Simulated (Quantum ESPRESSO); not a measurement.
## Magnetic state of Fe3PO7 (Grattarolaite) from several starts

A self-consistent run ends on one state, which hangs on the start. Several orders of Fe3PO7 (Grattarolaite) are started in Quantum ESPRESSO and their energies compared.

Method: LDA with U = 4.5 eV on Fe d (ortho-atomic projectors); plane waves with GBRV 1.5 LDA potentials, no spin-orbit coupling, in Quantum ESPRESSO 7.5.

The experiments to compare with:

For Fe3PO4O3, rhombohedral, non-centrosymmetric (earlier work), “Partial Antiferromagnetic Helical Order in Fe3PO4O3” (2019, arxiv:1910.08818) quotes earlier work: moment (ordered moment per Fe3+) 4.3 μB [literature value derived from Mössbauer spectra, not from magnetic diffraction …].

This is a report of a sequence of runs, with most program output left out.

## Step 1: The structure

It takes space group R3m (No. 160, trigonal). The conventional cell has a = 8.006 Å, b = 8.006 Å, c = 6.863 Å, α = 90.00°, β = 90.00°, γ = 120.00°. Nearest to Fe lie 5 O at 1.89 to 2.19 Å. Nearest to P lie 4 O at 1.50 to 1.57 Å. O has 1 P at 1.57 Å and 3 Fe at 2.19 Å nearest. Nearest to O lie 3 Fe at 1.89 to 1.92 Å. Nearest to O lie 1 P at 1.50 Å and 1 Fe at 1.92 Å. Farther neighbours and most contacts between anions are not listed.

The cell comes from the Crystallography Open Database.

## Step 2: Run 1 (ferro +++)

The signs are those of the starting moments on the seeded atoms, the atoms that are given a moment.

pw.in

```
&CONTROL
  calculation = 'scf'
  prefix = 'pwscf'
  outdir = './tmp'
  pseudo_dir = './pseudo'
  disk_io = 'nowf'
/
&SYSTEM
  ibrav = 0
  celldm(1) = 8
  nat = 11
  ntyp = 3
  ecutwfc = 40
  ecutrho = 280
  nbnd = 68
  occupations = 'smearing'
  smearing = 'fd'
  degauss = 0.00367493
  nspin = 2
  starting_magnetization(1) = 0.25
  starting_magnetization(2) = 0
  starting_magnetization(3) = 0
/
&ELECTRONS
  conv_thr = 2.2d-08
  electron_maxstep = 150
  mixing_beta = 0.3
/
ATOMIC_SPECIES
Fe     55.8450 fe_lda_v1.5.uspp.F.UPF
P      30.9738 p_lda_v1.5.uspp.F.UPF
O      15.9990 o_lda_v1.2.uspp.F.UPF
CELL_PARAMETERS alat
   0.9455717096096    0.5459260810892    0.5403829330623
  -0.9455717096096    0.5459260810892    0.5403829330623
   0.0000000000000   -1.0918521621548    0.5403829330623
ATOMIC_POSITIONS crystal
Fe      0.5395000000    0.1485000000    0.5395000000
Fe      0.5395000000    0.5395000000    0.1485000000
Fe      0.1485000000    0.5395000000    0.5395000000
P       0.0000000000    0.0000000000    0.0000000000
O       0.2289000000    0.2289000000    0.2289000000
O       0.3895000000    0.7668000000    0.3895000000
O       0.3895000000    0.3895000000    0.7668000000
O       0.7668000000    0.3895000000    0.3895000000
O       0.8330000000    0.1440000000    0.8330000000
O       0.8330000000    0.8330000000    0.1440000000
O       0.1440000000    0.8330000000    0.8330000000
K_POINTS automatic
4 4 4 0 0 0
HUBBARD {ortho-atomic}
U Fe-3d 4.5000
```

Launch:

```bash
OMP_NUM_THREADS=1 mpirun -n 4 pw.x -nk 4 -in pw.in > pw.out
```

Wall time 35 s (4 MPI ranks of Intel Xeon Platinum 8375C at 2.90GHz (Ice Lake), shared host); peak memory 0.84 GiB; 2.3 min of CPU time.

Spin moment in the atom's sphere by atom:

| atom | spin moment in the atom's sphere (μB) |
| --- | --- |
| Fe1 | 3.87 |
| Fe2 | 3.87 |
| Fe3 | 3.87 |
| P4 | 0.01 |
| O5 | 0.15 |
| O6 | 0.31 |
| O7 | 0.31 |
| O8 | 0.31 |
| O9 | 0.11 |
| O10 | 0.11 |
| O11 | 0.11 |

Read from the output:

| Quantity | Value |
| --- | --- |
| smearing term TS | 6.88e-9 eV |
| magnetization | 15 μB |
| absolute magnetization | 15.01 μB |
| final state | ferromagnetic |

## Step 3: Run 2, typed as ferri ++−

pw.in: that of step 2 with these lines changed.

```diff
@@ -11,6 +11,6 @@
   nat = 11
-  ntyp = 3
+  ntyp = 4
   ecutwfc = 40
   ecutrho = 280
-  nbnd = 68
+  nbnd = 64
   occupations = 'smearing'
@@ -20,4 +20,5 @@
   starting_magnetization(1) = 0.25
-  starting_magnetization(2) = 0
+  starting_magnetization(2) = -0.25
   starting_magnetization(3) = 0
+  starting_magnetization(4) = 0
 /
@@ -29,3 +30,4 @@
 ATOMIC_SPECIES
-Fe     55.8450 fe_lda_v1.5.uspp.F.UPF
+Fe1    55.8450 fe_lda_v1.5.uspp.F.UPF
+Fe2    55.8450 fe_lda_v1.5.uspp.F.UPF
 P      30.9738 p_lda_v1.5.uspp.F.UPF
@@ -37,5 +39,5 @@
 ATOMIC_POSITIONS crystal
-Fe      0.5395000000    0.1485000000    0.5395000000
-Fe      0.5395000000    0.5395000000    0.1485000000
-Fe      0.1485000000    0.5395000000    0.5395000000
+Fe1     0.5395000000    0.1485000000    0.5395000000
+Fe1     0.5395000000    0.5395000000    0.1485000000
+Fe2     0.1485000000    0.5395000000    0.5395000000
 P       0.0000000000    0.0000000000    0.0000000000
@@ -51,2 +53,3 @@
 HUBBARD {ortho-atomic}
-U Fe-3d 4.5000
+U Fe1-3d 4.5000
+U Fe2-3d 4.5000
```

Wall time 52 s (4 MPI ranks); peak memory 0.95 GiB.

Spin moment in the atom's sphere by atom:

| atom | spin moment in the atom's sphere (μB) |
| --- | --- |
| Fe1 | 3.82 |
| Fe2 | 3.82 |
| Fe3 | -3.77 |
| P4 | 0.00 |
| O5 | 0.05 |
| O6 | 0.10 |
| O7 | 0.10 |
| O8 | 0.11 |
| O9 | 0.09 |
| O10 | 0.09 |
| O11 | -0.07 |

Read from the output:

```
smearing term TS       : 6.39e-10 eV
magnetization          : 5 μB
absolute magnetization : 13.62 μB
final state            : ferrimagnetic
```

## Step 4: Energies of the orders

An order is kept where moments of 0.15 μB or more survive with the typed signs; meshes match where a doubled cell samples the same k points as the first cell.

Ferrimagnetic means that a moment over 0.15 μB on a transition or rare-earth metal, induced ones included, opposes the net moment. Orders:

| start | final state | typed order kept | energy over the lowest (meV a seeded atom) | largest site moment (μB) | net moment (μB a cell of the first run) | mesh matched | CPU time (s) |
| --- | --- | --- | --- | --- | --- | --- | --- |
| ferro +++ | ferromagnetic | yes | 172.6 | 3.871 | 15 | yes | 140.9 |
| ferri ++- | ferrimagnetic | yes | 0 | 3.82 | 5 | yes | 207.6 |

## Step 5: The lowest state again, with its states saved

pw.in: that of step 3 with these lines changed.

```diff
@@ -5,3 +5,3 @@
   pseudo_dir = './pseudo'
-  disk_io = 'nowf'
+  disk_io = 'low'
 /
@@ -14,3 +14,3 @@
   ecutrho = 280
-  nbnd = 64
+  nbnd = 68
   occupations = 'smearing'
```

Run time: 57 s. Hardware: 4 MPI ranks; peak memory 0.96 GiB.

Read from the output:

| Item | Value |
| --- | --- |
| smearing term TS | 6.40e-10 eV |
| magnetization | 5 μB |
| absolute magnetization | 13.62 μB |
| final state | ferrimagnetic |
| largest moment | 3.820 μB |

## Step 6: Projections on atomic orbitals

projwfc.x projects the saved states on orthogonalised atomic orbitals of the pseudopotential files.

Run time: 3.2 s. Hardware: 4 MPI ranks; peak memory 0.37 GiB.

| atom | moment in the sphere (μB) | Löwdin moment (μB) | Löwdin charge (e) |
| --- | --- | --- | --- |
| Fe1 | 3.820 | 4.287 | 15.241 |
| Fe2 | 3.820 | 4.287 | 15.241 |
| Fe3 | -3.771 | -4.226 | 15.262 |
| P4 | 0.005 | 0.006 | 2.825 |
| O5 | 0.052 | 0.066 | 6.604 |
| O6 | 0.100 | 0.139 | 6.450 |
| O7 | 0.100 | 0.139 | 6.450 |
| O8 | 0.112 | 0.154 | 6.445 |
| O9 | 0.091 | 0.119 | 6.662 |
| O10 | 0.091 | 0.119 | 6.662 |
| O11 | -0.069 | -0.090 | 6.663 |

## Step 7: Occupations of the corrected shells in the lowest state

Occupations of the Hubbard shells:

| block | type | shell | spin | electrons | occupation numbers |
| --- | --- | --- | --- | --- | --- |
| 1 | Fe1 | 3d | up | 4.963 | 0.988 0.990 0.993 0.996 0.997 |
| 1 | Fe1 | 3d | down | 0.7552 | 0.076 0.100 0.170 0.196 0.213 |
| 2 | Fe1 | 3d | up | 4.963 | 0.988 0.990 0.993 0.996 0.997 |
| 2 | Fe1 | 3d | down | 0.7552 | 0.076 0.100 0.170 0.196 0.213 |
| 3 | Fe2 | 3d | up | 0.7921 | 0.085 0.110 0.177 0.209 0.212 |
| 3 | Fe2 | 3d | down | 4.953 | 0.984 0.987 0.992 0.995 0.996 |

## Step 8: What came out

```json
{
  "lowest state found": "ferrimagnetic (from ferri ++-)",
  "largest site moment": "3.82 μB",
  "next state with moments": "ferromagnetic, 173 meV a seeded atom higher"
}
```

In words: The largest moment reads 3.82 μB in the sphere and 4.29 μB by Löwdin projection; a site moment hangs on how space is shared out. This is the lowest of 2 collinear or spinless starts, no proof of the ground state. A computed site moment is spin alone and hangs on the region that is counted: the program's spheres do not touch and miss the tail of the moment. Measured moments hold any orbital part as well, and belong to the order of the sample, which need not be the order of this run.

Comparison with the measured values:

| quantity | measured | in the sphere | projected shell |
| --- | --- | --- | --- |
| moment (Fe) (μB) | 4.3 | 3.82 (-11.2 %) | 4.21 (-2.1 %) |

Measured values from arxiv:1910.08818 (2019).

How well it matches: For the moment, of the levels listed nearest comes projected shell (-2.1 %) and farthest in the sphere (-11.2 %). No cell relaxation is part of this session.

[Logs and program files are shortened in this print: banners, set-up blocks, solver, clock and traceback lines can be left out without a mark of their own.]

[Logs are printed without paths, hosts, clocks, repeated set-up lines and the standing remarks that a program may print on its own settings, such as how far it seeks lower states.]

[Hosts, paths, dates, database ids (printed as entryN), source tags and the programs' standing remarks are cut or masked in the printed files.]

[Where a cell is said to come from a database of computed structures, the database is the Materials Project.]
